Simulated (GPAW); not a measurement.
# Screening of a field by Sc2COS MXene monolayer, part 2 of 2

Aim: the dipole that a field along the normal induces in Sc2COS MXene monolayer.

GPAW 26.7.0; GPAW, PAW setups; layer in a repeated cell with vacuum, relaxation of atoms and in-plane cell (the session's first sound run).

So far. Step 5 (Field on): The dipole is now -0.0111 e Å, against 0.023 in the run without a field.

### Step 8. In a field

run.py

```python
import json
import numpy as np
from ase import Atoms
from gpaw import GPAW, PW
from gpaw.external import ConstantElectricField

slab = Atoms(
    ['S', 'Sc', 'C', 'Sc', 'O'],
    positions=[
        [0.00000, 1.91028, 8.00000],
        [1.65435, 0.95514, 9.63901],
        [-0.00000, -0.00000, 10.90003],
        [0.00000, 1.91028, 12.58002],
        [1.65435, 0.95514, 13.28530]],
    cell=[[3.3087, -0.0, 0.0], [-1.65435, 2.86542, 0.0], [0.0, 0.0, 21.2853]],
    pbc=[True, True, False])

slab.calc = GPAW(mode=PW(500), xc='PBE', kpts={'size': (12, 12, 1), 'gamma': True},
                 occupations={'name': 'fermi-dirac', 'width': 0.05}, nbands='160%',
                 convergence={'density': 1e-05}, maxiter=200,
                 poissonsolver={'dipolelayer': 'xy'},
                 external=ConstantElectricField(0.1, [0, 0, 1]),
                 symmetry={'tolerance': 1e-3}, txt='slab.txt')
result = {}
energy = slab.get_potential_energy()
fermi = slab.calc.get_fermi_level()
v = slab.calc.get_electrostatic_potential().mean((0, 1)) - fermi
n = slab.calc.get_pseudo_density().mean((0, 1))
L = slab.cell[2, 2]
z = np.arange(len(v)) * L / len(v)
low, high = slab.positions[:, 2].min(), slab.positions[:, 2].max()
below, above = np.interp([low - 5.8, high + 5.8], z, v)
slopes = [np.interp(x, z, np.gradient(v, z)) for x in (low - 5.8, high + 5.8)]
eps = np.array([[slab.calc.get_eigenvalues(k, s) for k in range(len(slab.calc.get_ibz_k_points()))]
                for s in range(slab.calc.get_number_of_spins())]) - fermi
top, bottom = eps[eps < 0].max(), eps[eps > 0].min()
dipole = slab.get_dipole_moment()[2]
print(f'energy {energy:.4f} eV, Fermi level {fermi:.4f} eV, dipole {dipole:.5f} e A')
print(f'potential 5.8 A off the faces, from the Fermi level: lower {below:.4f} eV, upper {above:.4f} eV')
print(f'slope of the potential there: lower {slopes[0]:.5f}, upper {slopes[1]:.5f} eV/A')
print(f'nearest levels on the mesh: {top:.4f} and {bottom:.4f} eV')
print('magnetic moment', round(slab.get_magnetic_moment(), 3))
result.update(energy=energy, fermi=fermi, dipole=dipole, below=below, above=above, slopes=slopes, edges=[top, bottom],
              z=z.tolist(), v=v.tolist(), n=n.tolist(), positions=slab.positions.tolist(),
              forces=slab.get_forces(apply_constraint=False).tolist(), moments=slab.get_magnetic_moments().tolist())
json.dump(result, open('result.json', 'w'))
```

The run is started by

```bash
> OMP_NUM_THREADS=1 OPENBLAS_NUM_THREADS=1 python run.py
```

Elapsed: 5.6 min, on 1 thread of Arm Neoverse V1, shared host; peak memory 0.57 GiB.

The electrostatic potential energy of an electron (without an applied field's), less the Fermi level, planar mean oscillates, so the rows of the table below give means over windows of 0.5 Å about each position, cut where the curve ends. Its maxima inside the range that stand out by 2 % of the span (Å: eV): 0.48: 6.99, 8.74: -2.35, 10.45: -3.92, 11.59: -0.198. Its minima: 7.98: -15.6, 9.60: -12.9, 10.83: -7.87, 12.64: -13.9.

The electrostatic potential energy of an electron (without an applied field's), less the Fermi level, planar mean by z; means over each step:

```csv
z (Å),"electrostatic potential energy of an electron (without an applied field's), less the Fermi level, planar mean (eV)"
0.0,6.63
0.5,6.95
1.0,6.99
1.5,6.99
2.0,6.98
2.5,6.98
3.0,6.98
3.5,6.98
4.0,6.98
4.5,6.98
5.0,6.98
5.5,6.96
6.0,6.89
6.5,6.54
7.0,4.77
7.5,-2.73
8.0,-13.6
8.5,-5.49
9.0,-4.28
9.5,-11.4
10.0,-8.65
10.5,-4.80
11.0,-6.11
11.5,-0.789
12.0,-4.65
12.5,-12.6
13.0,-12.8
13.5,-6.05
14.0,3.30
14.5,5.39
15.0,5.76
15.5,5.84
16.0,5.85
16.5,5.85
17.0,5.85
17.5,5.85
18.0,5.85
18.5,5.85
19.0,5.85
19.5,5.85
20.0,5.85
20.5,5.85
21.0,5.99
```

The dipole is now 0.0595 e Å, against 0.023 in the run without a field.

### Step 9. Field on

Edit run.py of step 8 so:

```diff
@@ -21,3 +21,3 @@
                  poissonsolver={'dipolelayer': 'xy'},
-                 external=ConstantElectricField(0.1, [0, 0, 1]),
+                 external=ConstantElectricField(0.2, [0, 0, 1]),
                  symmetry={'tolerance': 1e-3}, txt='slab.txt')
```

Wall time 5.7 min (1 thread); peak memory 0.57 GiB.

Table of electrostatic potential energy of an electron (without an applied field's), less the Fermi level, planar mean by z:

```csv
z (Å),"electrostatic potential energy of an electron (without an applied field's), less the Fermi level, planar mean (eV)"
0.0,6.44
0.5,7.35
1.0,7.35
1.5,7.35
2.0,7.35
2.5,7.35
3.0,7.35
3.5,7.35
4.0,7.35
4.5,7.34
5.0,7.34
5.5,7.33
6.0,7.26
6.5,6.94
7.0,5.34
7.5,-1.81
8.0,-15.2
8.5,-4.59
9.0,-3.62
9.5,-12.1
10.0,-8.58
10.5,-4.17
11.0,-7.01
11.5,-0.286
12.0,-4.50
12.5,-13.4
13.0,-12.8
13.5,-6.32
14.0,3.34
14.5,5.14
15.0,5.47
15.5,5.53
16.0,5.54
16.5,5.54
17.0,5.54
17.5,5.54
18.0,5.54
18.5,5.54
19.0,5.54
19.5,5.54
20.0,5.54
20.5,5.54
21.0,5.75
```

The dipole is now 0.0948 e Å, against 0.023 in the run without a field.

### Step 10. In a field

Edit run.py of step 9 so:

```diff
@@ -21,3 +21,3 @@
                  poissonsolver={'dipolelayer': 'xy'},
-                 external=ConstantElectricField(0.2, [0, 0, 1]),
+                 external=ConstantElectricField(0.3, [0, 0, 1]),
                  symmetry={'tolerance': 1e-3}, txt='slab.txt')
```

Wall time 5.4 min (1 thread); peak memory 0.57 GiB.

Electrostatic potential energy of an electron (without an applied field's), less the Fermi level, planar mean against z:

```csv
z (Å),"electrostatic potential energy of an electron (without an applied field's), less the Fermi level, planar mean (eV)"
0.0,6.47
0.5,7.71
1.0,7.71
1.5,7.71
2.0,7.71
2.5,7.71
3.0,7.71
3.5,7.71
4.0,7.71
4.5,7.71
5.0,7.71
5.5,7.69
6.0,7.63
6.5,7.30
7.0,5.67
7.5,-1.51
8.0,-15.0
8.5,-4.37
9.0,-3.46
9.5,-12.0
10.0,-8.52
10.5,-4.16
11.0,-7.05
11.5,-0.370
12.0,-4.62
12.5,-13.6
13.0,-13.0
13.5,-6.57
14.0,3.06
14.5,4.84
15.0,5.16
15.5,5.22
16.0,5.23
16.5,5.23
17.0,5.23
17.5,5.23
18.0,5.23
18.5,5.23
19.0,5.23
19.5,5.23
20.0,5.23
20.5,5.23
21.0,5.52
```

The dipole is now 0.130 e Å, against 0.023 in the run without a field.

### Step 11. The series

The members are put on one axis.

This step: induced dipole against applied field (GPAW 26.7.0).

Dipole along the normal against field:

```csv
field (V/Å),dipole along the normal (e·Å)
-0.200,-0.0464
-0.100,-0.0111
-0.050,0.00655
0.000,0.0233
0.050,0.0419
0.100,0.0595
0.200,0.0948
0.300,0.130
```

### Step 12. What came out

- work function, upper and lower face: 6.163 and 6.622 eV
- dipole along the normal: 0.0233 e Å
- induced dipole per field: 0.353 e Å per V/Å
- out-of-plane polarisability per area, α/(ε0 A): 6.74 Å

The field induces 0.353 e Å per V/Å, a polarisable thickness α/(ε0 A) of 6.74 Å beside 5.29 Å between the outermost nuclei. A perfect conductor would give the distance between its two image planes; a dielectric of thickness t gives t(1 - 1/ε). The two faces differ by 0.46 eV, the step that the slab's dipole makes (e p/(ε0 A) gives 0.44 eV), so the dipole layer is needed. The induced dipole is linear in the field over this range. The relaxation of atoms and cell ran in a fully periodic cell without the dipole layer, so the atoms of this polar layer felt a small spurious field. The layer's cell and atoms come from the relaxation; spin-orbit coupling and temperature are left out.

[Logs are printed without paths, hosts, clocks, repeated set-up lines and the standing remarks that a program may print on its own settings, such as how far it seeks lower states.]

[Hosts, paths, dates, database ids (printed as entryN), source tags and the programs' standing remarks are cut or masked in the printed files.]
